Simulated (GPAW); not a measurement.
# Quasiparticle gap of SrWO4 (I4_1/a) in GPAW

Wanted: ground state, empty states, screening and self-energy for SrWO4 (I4_1/a).

Program: GPAW 26.7.0. Level of theory: LDA and many-body steps on it, plane waves. Results are calculated unless marked as measured.

**What was measured.**

- Gap 5.08 eV: direct gap from absorption edge with Urbach fit; optical absorption; 300 K; bulk crystal (thin cleaved platelet of Czochralski crystal, 10-30 um thick) (“Optical absorption of divalent metal tungstates: Correlation between the band-gap energy and the cation ionic radius”, 2008, arxiv:0807.2115).

Report form: the programs' logs are mostly left out.

## Step 1: Set-up

It takes space group I4_1/a (No. 88, tetragonal). The conventional cell has a = 5.440 Å, b = 5.440 Å, c = 11.940 Å, α = 90.00°, β = 90.00°, γ = 90.00°. Sr has 8 O at 2.58 to 2.62 Å nearest. Nearest to W lie 4 O at 1.80 Å. O has 1 W at 1.80 Å and 2 Sr at 2.58 to 2.62 Å nearest. Farther neighbours and most contacts between anions are not listed.

The cell and positions are those that the Materials Project relaxed with its own functionals (PBE, PBE+U or r2SCAN), kept fixed. Spin-orbit coupling is left out unless a step names it.

## Step 2: Ground state

This step: GPAW 26.7.0; DFT, LDA, plane waves, PAW.

The ground-state density comes first.

The input, run.py:

```python
import json
import numpy as np
from gpaw.mpi import world
from ase import Atoms
from gpaw import GPAW, PW, FermiDirac

atoms = Atoms(['Sr', 'Sr', 'W', 'W', 'O', 'O', 'O', 'O', 'O', 'O', 'O', 'O'],
    cell=[[-2.7201121709, 2.7201121709, 5.9699255756],
      [2.7201121709, -2.7201121709, 5.9699255756],
      [2.7201121709, 2.7201121709, -5.9699255756]],
    scaled_positions=[[0.7500000000, 0.2500000000, 0.5000000000],
      [0.0000000000, 0.0000000000, 0.0000000000],
      [0.2500000000, 0.7500000000, 0.5000000000],
      [0.5000000000, 0.5000000000, 0.0000000000],
      [0.4408429100, 0.8185737800, 0.0933980700],
      [0.5685737800, 0.9751757100, 0.8777308700],
      [0.0974448400, 0.6908429100, 0.1222691300],
      [0.7251757100, 0.3474448400, 0.9066019300],
      [0.0248242900, 0.9025551600, 0.5933980700],
      [0.6525551600, 0.5591570900, 0.3777308700],
      [0.1814262200, 0.2748242900, 0.6222691300],
      [0.3091570900, 0.4314262200, 0.4066019300]],
    pbc=(True, True, True))
calc = GPAW(mode=PW(600),
    xc='LDA',
    kpts={'size': (6, 6, 6), 'gamma': True},
    occupations=FermiDirac(0.001),
    nbands=-12,
    convergence={'density': 1e-6, 'bands': -3},
    maxiter=100,
    txt='gs.txt')
atoms.calc = calc
res = {'energy': atoms.get_potential_energy(), 'forces': atoms.get_forces(), 'stress': atoms.get_stress()}
kpts = calc.get_ibz_k_points()
res['kpts'] = kpts
res['eigenvalues'] = [calc.get_eigenvalues(kpt=k) for k in range(len(kpts))]
res['n_electrons'] = calc.get_number_of_electrons()
calc.write('gs.gpw')

if world.rank == 0:
    with open('result.json', 'w') as f:
        json.dump(res, f, default=lambda x: x.tolist())
```

The run is started by

```bash
$ mpirun -n 8 gpaw python run.py
```

Elapsed: 7.7 min, on 8 MPI ranks of Arm Neoverse V1, shared host; peak memory 2.1 GiB; 44 min of CPU time.

This step gave:

* total energy: -109.4335 eV
* gap: 4.317 eV
* k of the valence top: 0, 0, 0
* k of the conduction bottom: 0, 0, 0
* least direct gap: 4.317 eV
* pressure: -12.91 GPa

The gap is direct, at Γ. The pressure of -13 GPa says that this functional would shrink the cell; it is kept.

## Step 3: Bands along the symmetry lines

The cheap functional maps the bands first; the places of the edges decide which points the dearer methods must see.

The input, run.py:

```python
import json
import numpy as np
from gpaw.mpi import world
from gpaw import GPAW

path = [[0.000000, 0.000000, 0.000000],
    [0.000000, 0.000000, 0.062500],
    [0.000000, 0.000000, 0.125000],
    [0.000000, 0.000000, 0.187500],
    [0.000000, 0.000000, 0.250000],
    [0.000000, 0.000000, 0.312500],
    [0.000000, 0.000000, 0.375000],
    [0.000000, 0.000000, 0.437500],
    [0.000000, 0.000000, 0.500000],
    [0.031250, 0.031250, 0.468750],
    [0.062500, 0.062500, 0.437500],
    [0.093750, 0.093750, 0.406250],
    [0.125000, 0.125000, 0.375000],
    [0.156250, 0.156250, 0.343750],
    [0.187500, 0.187500, 0.312500],
    [0.218750, 0.218750, 0.281250],
    [0.250000, 0.250000, 0.250000],
    [0.218750, 0.281250, 0.218750],
    [0.187500, 0.312500, 0.187500],
    [0.156250, 0.343750, 0.156250],
    [0.125000, 0.375000, 0.125000],
    [0.093750, 0.406250, 0.093750],
    [0.062500, 0.437500, 0.062500],
    [0.031250, 0.468750, 0.031250],
    [0.000000, 0.500000, 0.000000],
    [0.000000, 0.437500, 0.000000],
    [0.000000, 0.375000, 0.000000],
    [0.000000, 0.312500, 0.000000],
    [0.000000, 0.250000, 0.000000],
    [0.000000, 0.187500, 0.000000],
    [0.000000, 0.125000, 0.000000],
    [0.000000, 0.062500, 0.000000],
    [0.000000, 0.000000, 0.000000],
    [0.062500, 0.062500, -0.062500],
    [0.125000, 0.125000, -0.125000],
    [0.187500, 0.187500, -0.187500],
    [0.250000, 0.250000, -0.250000],
    [0.312500, 0.312500, -0.312500],
    [0.375000, 0.375000, -0.375000],
    [0.437500, 0.437500, -0.437500],
    [0.500000, 0.500000, -0.500000],
    [0.475238, 0.524762, -0.475238],
    [0.450475, 0.549525, -0.450475],
    [0.425713, 0.574287, -0.425713],
    [0.400951, 0.599049, -0.400951],
    [0.376188, 0.623812, -0.376188],
    [0.351426, 0.648574, -0.351426],
    [0.326663, 0.673337, -0.326663],
    [0.301901, 0.698099, -0.301901],
    [-0.301901, 0.301901, 0.301901],
    [-0.264163, 0.264163, 0.264163],
    [-0.226426, 0.226426, 0.226426],
    [-0.188688, 0.188688, 0.188688],
    [-0.150951, 0.150951, 0.150951],
    [-0.113213, 0.113213, 0.113213],
    [-0.075475, 0.075475, 0.075475],
    [-0.037738, 0.037738, 0.037738],
    [0.000000, 0.000000, 0.000000],
    [-0.000000, 0.000000, 0.500000],
    [-0.012975, 0.012975, 0.500000],
    [-0.025951, 0.025951, 0.500000],
    [-0.038926, 0.038926, 0.500000],
    [-0.051901, 0.051901, 0.500000],
    [-0.064876, 0.064876, 0.500000],
    [-0.077852, 0.077852, 0.500000],
    [-0.090827, 0.090827, 0.500000],
    [-0.103802, 0.103802, 0.500000],
    [0.500000, 0.500000, -0.103802],
    [0.500000, 0.500000, -0.153327],
    [0.500000, 0.500000, -0.202852],
    [0.500000, 0.500000, -0.252376],
    [0.500000, 0.500000, -0.301901],
    [0.500000, 0.500000, -0.351426],
    [0.500000, 0.500000, -0.400951],
    [0.500000, 0.500000, -0.450475],
    [0.500000, 0.500000, -0.500000]]
calc = GPAW('gs.gpw').fixed_density(kpts=path,
    symmetry='off',
    nbands=58,
    convergence={'bands': 54},
    txt='bands.txt')
res = {}
kpts = calc.get_ibz_k_points()
res['kpts'] = kpts
res['eigenvalues'] = [calc.get_eigenvalues(kpt=k) for k in range(len(kpts))]
res['n_electrons'] = calc.get_number_of_electrons()

if world.rank == 0:
    with open('result.json', 'w') as f:
        json.dump(res, f, default=lambda x: x.tolist())
```

The run is started by

```bash
$ mpirun -n 8 gpaw python run.py
```

Run time: 8.9 min. Hardware: 8 MPI ranks; peak memory 3.2 GiB.

This step gave:

- gap: 4.317 eV
- k of the valence top: 0, 0, 0
- k of the conduction bottom: 0, 0, 0
- least direct gap: 4.317 eV

The gap is 4.317 eV, as in the run before at this level.

Electronic bands along the path, in eV, zero at the top of the highest filled band:

```tsv
point	band 45	band 46	band 47	band 48	band 49	band 50	band 51	band 52
Γ	-0.72	-0.31	0.00	0.00	4.32	4.69	4.92	5.00
halfway	-0.44	-0.42	-0.39	-0.13	4.49	4.79	4.82	5.10
X	-0.43	-0.43	-0.38	-0.38	4.54	4.54	5.02	5.02
halfway	-0.42	-0.42	-0.38	-0.38	4.54	4.54	5.01	5.01
P	-0.42	-0.42	-0.40	-0.40	4.54	4.54	5.01	5.01
halfway	-0.51	-0.46	-0.27	-0.23	4.54	4.71	4.88	5.01
N	-0.52	-0.47	-0.25	-0.19	4.66	4.76	4.80	4.98
halfway	-0.65	-0.32	-0.16	-0.11	4.47	4.73	4.85	5.02
Γ	-0.72	-0.31	0.00	0.00	4.32	4.69	4.92	5.00
halfway	-0.56	-0.21	-0.03	-0.03	4.35	4.54	4.83	4.86
M	-0.34	-0.34	-0.08	-0.08	4.43	4.43	4.71	4.71
halfway	-0.36	-0.29	-0.18	-0.09	4.52	4.56	4.73	4.75
S	-0.48	-0.39	-0.23	-0.12	4.68	4.70	4.81	4.86
jump to S0	-0.48	-0.39	-0.23	-0.12	4.68	4.70	4.81	4.86
halfway	-0.50	-0.40	-0.19	-0.17	4.51	4.78	4.86	5.04
Γ	-0.72	-0.31	0.00	0.00	4.32	4.69	4.92	5.00
jump to X	-0.43	-0.43	-0.38	-0.38	4.54	4.54	5.02	5.02
halfway	-0.47	-0.40	-0.37	-0.35	4.50	4.60	4.99	5.01
R	-0.47	-0.40	-0.31	-0.30	4.49	4.67	4.95	4.98
jump to G	-0.47	-0.40	-0.31	-0.30	4.49	4.67	4.95	4.98
halfway	-0.32	-0.28	-0.19	-0.16	4.52	4.68	4.75	4.79
M	-0.34	-0.34	-0.08	-0.08	4.43	4.43	4.71	4.71
```

## Step 4: Empty states on the mesh, 4×4×4 mesh, 220 bands

The sums over transitions need many empty states on a uniform mesh; this step solves for them.

The input, run.py:

```python
import json
import numpy as np
from gpaw.mpi import world
from gpaw import GPAW

calc = GPAW('gs.gpw').fixed_density(kpts={'size': (4, 4, 4), 'gamma': True},
    nbands=256,
    convergence={'bands': 220},
    update_fermi_level=True,
    txt='nscf.txt')
calc.write('full.gpw', mode='all')
res = {}
kpts = calc.get_ibz_k_points()
res['kpts'] = kpts
res['eigenvalues'] = [calc.get_eigenvalues(kpt=k) for k in range(len(kpts))]
res['n_electrons'] = calc.get_number_of_electrons()

if world.rank == 0:
    with open('result.json', 'w') as f:
        json.dump(res, f, default=lambda x: x.tolist())
```

The run is started by

```bash
$ mpirun -n 8 gpaw python run.py
```

The job ended after 6.9 min (8 MPI ranks; peak memory 3.4 GiB).

This step gave:

- gap: 4.317 eV
- k of the valence top: 0, 0, 0
- k of the conduction bottom: 0, 0, 0
- least direct gap: 4.317 eV
- k points computed: 14
- lowest point of the top converged band, above the valence top: 51.3625 eV

On this mesh the gap is 4.317 eV.

## Step 5: Screening and self-energy, 4×4×4 mesh, 210 bands, screening to 65 eV

G0W0 replaces the xc potential by the self-energy, built once from these orbitals. Only a window of levels is corrected, while the sums run over the empty bands that the input names.

This step: G0W0 on LDA, plane waves, PAW.

The input, run.py:

```python
import json
import numpy as np
from gpaw.mpi import world
from gpaw.response.g0w0 import G0W0

gw = G0W0('full.gpw',
    filename='gw',
    kpts=[0],
    bands=(46, 50),
    ecut=65,
    nbands=210,
    integrate_gamma='WS',
    ppa=True)
gw.calculate()
res = {mode: {k: v for k, v in r.items() if k != 'sigma_eskwn'}
       for mode, r in gw.all_results.items()}

if world.rank == 0:
    with open('result.json', 'w') as f:
        json.dump(res, f, default=lambda x: x.tolist())
```

The run is started by

```bash
$ mpirun -n 8 gpaw python run.py
```

Wall time 24 min (8 MPI ranks); peak memory 7.3 GiB; 2.6 h of CPU time.

This step gave:

```yaml
g0w0_gap_on_the_points_computed: 6.923 eV
least_direct_g0w0_gap_on_the_computed_points: 6.923 eV
z_at_the_valence_top: 0.7828
z_at_the_conduction_bottom: 0.8324
starting_gap_on_the_mesh: 4.317 eV
k_of_the_valence_top: 0, 0, 0
k_of_the_conduction_bottom: 0, 0, 0
```

The gap on the mesh goes from 4.32 eV to 6.92 eV, a correction of +2.61 eV.

Limits: finite bands, cutoff and mesh; no spin-orbit coupling. v1 is the top filled band, c1 the lowest empty one. Levels before and after the correction, in eV, zero at the valence-band top of each column:

```tsv
	conduction bottom	valence top
Kohn-Sham	4.32	0.00
G0W0	6.92	0.00
```

```tsv
	level	energy (eV)
Kohn-Sham	Γ v2-v1	0.000
Kohn-Sham	Γ c1	4.317
Kohn-Sham	Γ c2	4.688
G0W0	Γ v2-v1	0.000
G0W0	Γ c1	6.923
G0W0	Γ c2	7.315
```

## Step 6: Where the time went

Times are wall times on 8 MPI ranks of Arm Neoverse V1, shared host, good to a factor of about two.

```tsv
step	time	share	memory (GiB)
ground state	7.7 min	16 %	2.1
bands along the symmetry lines	8.9 min	19 %	3.2
empty states on the mesh	6.9 min	15 %	3.4
screening and self-energy	24 min	50 %	7.3
```

## Step 7: Summary of results

```
LDA gap              : 4.32 eV, direct
G0W0 gap on the mesh : 6.92 eV
GW settings          : 4×4×4 mesh, 210 bands, screening to 65 eV, Godby-Needs plasmon pole
known limits         : not at the basis limit; no spin-orbit coupling
```

G0W0 moves the gap on the mesh from 4.32 eV to 6.92 eV (+2.61 eV), with Z of 0.78 and 0.83 at the edges. Only 1 of the mesh's irreducible points was corrected, so a valley elsewhere could overtake. The dearest step here is «screening and self-energy». Against experiment, by G0W0@LDA: the direct gap of 6.92 eV lies +1.84 eV from the measured 5.08 eV (direct, 300 K, 2008). An exciton line or allowed optical edge lies below the quasiparticle gap by the binding energy; a forbidden edge can push the onset above it. The calculation has static nuclei and no excitons; a measured gap holds zero-point and thermal motion, which mostly lowers it. A miss this large is more than these effects usually give: tightly bound excitons can cover part of it, absorption edges can read low, one-shot GW can overshoot, and the runs shown don't tell these apart. Bands and cutoff are finite, so the gap is not at the basis limit. The miss can reach some tenths of an eV and take either sign; the mesh is an error of its own. These stock PAW sets were not made for GW; the filled d or f shell of W lies in the frozen core, which bears on start and correction. In the G0W0 run levels were corrected at 1 k point alone, so a gap called «on the mesh» is the least over those, and an edge elsewhere would be missed. The many-body steps are scalar-relativistic: spin-orbit coupling is not in them.

[Paths, hosts, dates, memory and timing lines, banners, echoed tables and standing remarks are left out of the program output.]

[Logs are printed without paths, hosts, clocks, repeated set-up lines and the standing remarks that a program may print on its own settings, such as how far it seeks lower states.]

[Runs of the session that timed out or met a known fault of the program may be left out.]

[Hosts, paths, dates, database ids (printed as entryN), source tags and the programs' standing remarks are cut or masked in the printed files.]
